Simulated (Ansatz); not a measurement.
# A hypothetical structure for GdGe2Os2, part 2 of 2

This structure for GdGe2Os2 is made up. Its elements were placed in a known structure type with a cell scaled to their sizes. What cell does the guess relax to, and how far off was it?

Ansatz 0.2.0; DFT, PBEsol, plane-wave PAW, default files, scalar-relativistic, ferromagnetic start, cell and ions relaxed at zero pressure (the session's first sound run).

So far: Starting point; Relaxing cell and atoms. The relaxed cell has a = 4.188, c = 10.015 Å (conventional setting).

## (3) Bands of the relaxed cell

With the geometry fixed, one more self-consistent run, with a narrower smearing and the mesh shown in its input, gives the bands, and its pressure, and its forces where symmetry allows any, show how far the geometry depends on these settings.

This step: DFT, PBEsol, plane-wave PAW, default files, scalar-relativistic, ferromagnetic start, bands and density of states at the relaxed cell (Ansatz 0.2.0).

The input, input.yaml:

```yaml
crystal:
  lattice:
    - [-2.0941975945, 2.0941975945, 5.0075917983]
    - [2.0941975945, -2.0941975945, 5.0075917983]
    - [2.0941975945, 2.0941975945, -5.0075917983]
  atoms:
    - { symbol: Os, position: [0.75, 0.25, 0.5] }
    - { symbol: Os, position: [0.25, 0.75, 0.5] }
    - { symbol: Gd, position: [0.0, 0.0, 0.0], spin: 7.0 }
    - { symbol: Ge, position: [0.6252464009, 0.6252464009, 0.0] }
    - { symbol: Ge, position: [0.3747535991, 0.3747535991, 0.0] }
magnetization:
  spin_polarized: true
kpoints:
  mp_grid: { grid: [10, 10, 10] }
  band_path:
    path:
      - [[0.0, 0.0, 0.0], [0.0, 0.0, 0.5], [-0.08744752, 0.08744752, 0.5], [-0.29372376, 0.29372376, 0.29372376], [0.0, 0.0, 0.0], [0.5, 0.5, -0.5], [0.29372376, 0.70627624, -0.29372376], [0.0, 0.5, 0.0], [0.25, 0.25, 0.25], [0.5, 0.5, -0.08744752], [0.5, 0.5, -0.5]]
      - [[0.0, 0.0, 0.5], [0.25, 0.25, 0.25]]
    npoints: 7
scf:
  occupations: { method: fermi_dirac, width: 0.03 }
  n_extra_bands: 13
hamiltonian:
  xc: pbesol
  pseudopotentials: { kind: paw }
output:
  forces: true
  stress: true
  write_bands: true
  dos: { projected: true }
  write_density: true
  write_potential: true
  elf: true
  volumetric_format: npy
```

Launch:

```console
$ ansatz run input.yaml --threads 4 --pin off --max-ram 10240MiB --backend cpu --events-out ev --progress --plain --runs-dir out
```

Numbers of over 12 decimals in the logs are rounded to 6 here.

What it wrote:

```text
Gd: projections on atomic orbitals take those of the free atom [Kr 4d10] 4f7 5s2 5p6 5d1 6s2, of charge +0.00 (hamiltonian.pseudopotentials.projection_atoms); the dataset's partial waves leave at most 2.5e-4 of an orbital's norm unspanned inside its sphere
[...]
Crystal: 5 atoms, lattice volume = 87.846 Å³
Basis set: ecut = 420 eV, 1677 PW (Γ), exchange–correlation on 80×80×80 points (8 copies of the dense FFT grid, shifted against one another)
Bands: 52, of which v1, the nominal top of the filled ones, is band 39 counted from 1 (38 counted from 0)
Symmetry: 16 space group operations
[...]
k-points: 102 of 1000
[...]
Starting moments: Σ|m| = 7 μB on 1 of 5 sites
[...]
SCF iter   1: F=—  HF=-40240.055271 eV  |F-HF|=—  |Δ(HF+E_count)|=         —  Δρ=3.41e-2 (↑3.41e-2 ↓3.01e-2)  dr2=5.34e0  dr2_m=6.00e-2  M=6.818 μB ∫|m|=6.932 μB  β_m=0.30  ethr=3.10e-3  ⟨swp⟩=5.9  Hψ=34343  notcnv=0
[...]
SCF iter  12: F=-40239.076885 eV  HF=-40239.076885 eV  |F-HF|=2.42e-8  |Δ(HF+E_count)|=   3.47e-9  Δρ=5.20e-6 (↑9.93e-7 ↓5.20e-6)  dr2=2.97e-8  dr2_m=6.16e-9  M=7.044 μB ∫|m|=7.145 μB  ethr=1.02e-10  ⟨swp⟩=12.2  Hψ=72812  notcnv=0
SCF 1 converged in 12 iterations: F = -40239.076885 eV  dr2 = 2.97e-8
[...]
NSCF: frozen V_eff on 79 k-points
SCF converged after 12 iterations
Magnetization: 7.0439 μB (42.5220 up, 35.4780 down)
Absolute magnetization: 7.1447 μB (∫|ρ↑−ρ↓|, with the PAW one-centre terms)
[...]
Per-site moments (μB) at R_I (Å): [(-0.010120, 1.005920), (-0.010120, 1.005920), (6.971505, 1.326735), (-0.00514712, 1.005920), (-0.00514712, 1.005920)]
Free energy (F): -40239.076885 eV
[...]
Internal energy: -40239.068037 eV  (E = F + TS)
E sigma→0 (E₀):  -40239.072461 eV
Entropy (-TS):   -0.008848 eV (-1.770 meV/atom)
Fermi energy:    17.292724 eV
[...]
--- Forces (eV/Å), atoms counted from 1 ---
  atom   1  Os     0.00000000    -0.00000000     0.00000000
  atom   2  Os     0.00000000    -0.00000000     0.00000000
  atom   3  Gd    -0.00000000     0.00000000    -0.00000000
  atom   4  Ge     0.00000000     0.00000000     0.03359614
  atom   5  Ge     0.00000000     0.00000000    -0.03359614
  max |Σ_I F_I| component: 1.39e-17 eV/Å
--- Stress (GPa, compression-positive) ---
        0.114916       0.000000       0.000000
        0.000000       0.114916       0.000000
        0.000000      -0.000000      -0.224613
  P = ⅓ Tr σ = 0.0017 GPa (0.017 kbar)
--- Band table (eV; the first three rows and the last of 204) ---
  k-point 0 ↑: bands = [... 35 lower, 14.6600, 15.4514, 15.4514, 16.2945, 16.3521, 16.7691, 16.7827, 16.7827, ... 9 higher]
  k-point 1 ↑: bands = [... 35 lower, 14.4178, 14.8004, 15.8208, 16.2853, 16.3904, 16.6923, 16.8050, 16.8633, ... 9 higher]
  k-point 2 ↑: bands = [... 35 lower, 13.9220, 14.2316, 16.1296, 16.1532, 16.2902, 16.5990, 16.6661, 16.7704, ... 9 higher]
  k-point 101 ↓: bands = [... 35 lower, 18.0900, 18.0981, 18.1387, 18.1387, 18.1958, 18.2814, 18.5256, 18.5256, ... 9 higher]
```

The job ended after 10 s (4 threads of AMD EPYC 9R45 (Zen 5), shared host; peak memory 1 GiB).

The column dr2 measures how far the density is from self-consistency, as an energy; F and HF (Harris–Foulkes) agree once it is small.

This step gave:

```yaml
free_energy: -40239.0769 eV
energy_at_zero_smearing: -40239.0725 eV
smearing_term_ts: 0.008848 eV
fermi_energy: 17.29 eV
magnetization: 7.044 μB
absolute_magnetization: 7.145 μB
site_moments: -0.01012, -0.01012, 6.972, -0.005147, -0.005147 μB
pressure: 0.001740 GPa
```

From bands.tsv, the bands that come nearest the Fermi level along the path, at its corners, in eV from the Fermi level:

```
point  band_40_up  band_41_up  band_42_up  band_43_up  band_33_dn  band_34_dn  band_35_dn  band_36_dn
    Γ       -0.52       -0.51       -0.51        0.49       -0.32       -0.32       -0.01        0.49
    X       -0.97       -0.65       -0.29       -0.14       -0.72       -0.53       -0.28       -0.26
    Y       -1.23       -0.32       -0.31        0.41       -1.12       -0.32       -0.24        0.31
    S       -1.40       -1.30        0.85        1.12       -1.48       -1.28        0.30        0.68
    Γ       -0.52       -0.51       -0.51        0.49       -0.32       -0.32       -0.01        0.49
    Z        0.49        0.49        0.51        2.17        0.25        0.47        0.80        0.81
   S1       -1.40       -1.30        0.85        1.12       -1.48       -1.28        0.30        0.68
    N       -1.57       -0.92       -0.52        0.78       -1.59       -1.10       -0.31        0.67
    P       -0.84       -0.84       -0.27       -0.16       -0.65       -0.65       -0.27       -0.26
   Y1       -1.23       -0.32       -0.31        0.41       -1.12       -0.32       -0.24        0.31
    Z        0.49        0.49        0.51        2.17        0.25        0.47        0.80        0.81
    X       -0.97       -0.65       -0.29       -0.14       -0.72       -0.53       -0.28       -0.26
    P       -0.84       -0.84       -0.27       -0.16       -0.65       -0.65       -0.27       -0.26
```

Spin density in the ac plane of the conventional cell at fractional y = 0.000, with atoms of Os and Gd and Ge within 0.2 Å of it.

Ten even steps from '_' (0 e/Å³) to '@' (12 e/Å³), each cell a mean:
```
##--____________________..++
..__________________________
____________________________
____________________________
____________________________
____________________________
____________________________
____________________________
____________________________
____________________________
____________________________
____________________________
____________________________
____________________________
____________________________
____________________________
____________________________
____________________________
____________________________
____________________________
____________________________
____________________________
::..______________________::
@@++..__________________::##
```
Columns run along a (4.2 Å), rows up along c (10.0 Å), edges of the conventional cell, whose origin can differ from the input's. Atoms in or near the plane, at fractional coordinates: Os at (0.50, 0.75), Os at (0.50, 0.25), Gd at (0.00, 0.00), Ge at (0.00, 0.63), Ge at (0.00, 0.37).

ELF in the ac plane of the conventional cell at fractional y = 0.000, with atoms of Os and Gd and Ge within 0.2 Å of it. It is the smooth field of the valence electrons, not physical close to the nuclei.

Values, 24 rows by 14 columns, each cell a mean:
```
0.59 0.77 0.77 0.49 0.15 0.10 0.16 0.18 0.13 0.09 0.28 0.66 0.82 0.70
0.75 0.70 0.53 0.26 0.15 0.21 0.30 0.31 0.27 0.17 0.17 0.38 0.63 0.74
0.29 0.25 0.18 0.18 0.26 0.33 0.34 0.34 0.34 0.31 0.22 0.16 0.20 0.27
0.08 0.12 0.20 0.28 0.31 0.34 0.39 0.40 0.36 0.32 0.30 0.25 0.16 0.10
0.17 0.21 0.27 0.29 0.37 0.55 0.63 0.63 0.61 0.47 0.31 0.28 0.25 0.18
0.25 0.29 0.31 0.30 0.48 0.67 0.55 0.43 0.65 0.61 0.37 0.30 0.30 0.27
0.30 0.34 0.39 0.36 0.45 0.64 0.61 0.53 0.64 0.56 0.38 0.38 0.37 0.32
0.16 0.25 0.38 0.43 0.39 0.45 0.54 0.57 0.51 0.41 0.41 0.42 0.32 0.19
0.09 0.08 0.30 0.44 0.45 0.36 0.34 0.33 0.34 0.41 0.46 0.39 0.19 0.03
0.06 0.12 0.31 0.42 0.47 0.41 0.36 0.35 0.37 0.44 0.46 0.38 0.23 0.07
0.31 0.36 0.41 0.43 0.38 0.31 0.27 0.27 0.28 0.34 0.42 0.43 0.39 0.33
0.58 0.56 0.52 0.41 0.28 0.19 0.16 0.15 0.17 0.22 0.34 0.47 0.55 0.57
0.47 0.49 0.48 0.42 0.31 0.23 0.19 0.19 0.20 0.26 0.37 0.46 0.48 0.48
0.18 0.26 0.37 0.43 0.43 0.36 0.32 0.32 0.34 0.39 0.44 0.40 0.32 0.21
0.07 0.08 0.29 0.43 0.47 0.40 0.35 0.34 0.36 0.44 0.47 0.38 0.18 0.03
0.08 0.13 0.32 0.45 0.42 0.37 0.39 0.39 0.37 0.38 0.45 0.41 0.23 0.06
0.25 0.31 0.39 0.40 0.40 0.54 0.62 0.63 0.60 0.47 0.38 0.42 0.36 0.27
0.30 0.33 0.36 0.33 0.48 0.67 0.55 0.43 0.64 0.61 0.38 0.34 0.35 0.31
0.22 0.25 0.28 0.29 0.44 0.65 0.61 0.53 0.65 0.57 0.35 0.28 0.27 0.23
0.13 0.18 0.25 0.29 0.33 0.45 0.55 0.57 0.51 0.39 0.31 0.28 0.22 0.15
0.11 0.12 0.16 0.25 0.31 0.33 0.33 0.33 0.33 0.32 0.29 0.21 0.14 0.11
0.50 0.42 0.27 0.17 0.21 0.30 0.35 0.35 0.33 0.26 0.18 0.21 0.35 0.47
0.78 0.79 0.67 0.36 0.13 0.15 0.24 0.26 0.20 0.13 0.20 0.52 0.75 0.79
0.37 0.73 0.80 0.55 0.17 0.08 0.13 0.15 0.10 0.09 0.32 0.70 0.81 0.56
```
Columns run along a (4.2 Å), rows up along c (10.0 Å), edges of the conventional cell, whose origin can differ from the input's. Atoms in or near the plane, at fractional coordinates: Os at (0.50, 0.75), Os at (0.50, 0.25), Gd at (0.00, 0.00), Ge at (0.00, 0.63), Ge at (0.00, 0.37).

Valence density in the ac plane of the conventional cell at fractional y = 0.000, with atoms of Os and Gd and Ge within 0.2 Å of it. It is the smooth field of the valence electrons, not physical close to the nuclei.

Ten steps, logarithmic in the rise over the least value, from '0' (0 e/Å³) to '9' (38 e/Å³), each cell a mean:
```
76420000001356
44210000000134
11000000000001
00001122210000
00012455531000
00013566642100
11113566642111
53212344421124
97311111111258
86310000001147
32100000000112
11000000000011
11100000000011
53110000000124
97311000001258
86311122211247
32112455532122
11113566642111
00013566642100
00001344421000
00000111110000
22100000000012
65310000000245
76520000001357
```
Columns run along a (4.2 Å), rows up along c (10.0 Å), edges of the conventional cell, whose origin can differ from the input's. Atoms in or near the plane, at fractional coordinates: Os at (0.50, 0.75), Os at (0.50, 0.25), Gd at (0.00, 0.00), Ge at (0.00, 0.63), Ge at (0.00, 0.37).

## (4) Summary of results

| Quantity | Value |
| --- | --- |
| space group, relaxed | I4/mmm |
| conventional cell | a = 4.188, b = 4.188, c = 10.015 Å; α = 90.0°, β = 90.0°, γ = 90.0° |
| volume per atom | 17.57 Å³ (guess 16.70) |
| total moment | 7.04 μB in the cell of 5 atoms |

What this shows: GdGe2Os2 relaxes to I4/mmm with a = 4.188, b = 4.188 and c = 10.015 Å. The guessed volume was 5 % too small. The space group I4/mmm was held in the relaxation, so the end point is a stationary structure within it and may be a saddle against distortions or other arrangements. The input starts from parallel moments, and no other start was typed. The f shell may be open and has no Hubbard U, so its place in energy and the volume are uncertain. Bands cross the Fermi level, so it is a metal or semimetal at this level. On the 10×10×10 mesh with the narrower smearing (relaxed on 9×9×9) the largest force component is 0.034 eV/Å and the largest stress component is 0.225 GPa, against the relaxation's thresholds of 0.015 eV/Å and 0.05 GPa. The cutoff wasn't tested. Spin-orbit coupling is left out, which can matter for elements this heavy. No dispersion term is used, so weakly bound directions may come out too long. Nothing here tests whether the compound is stable against decomposition.

[Logs are printed without paths, hosts, clocks, repeated set-up lines and the standing remarks that a program may print on its own settings, such as how far it seeks lower states.]

[Hosts, paths, dates, database ids (printed as entryN), source tags and the programs' standing remarks are cut or masked in the printed files.]
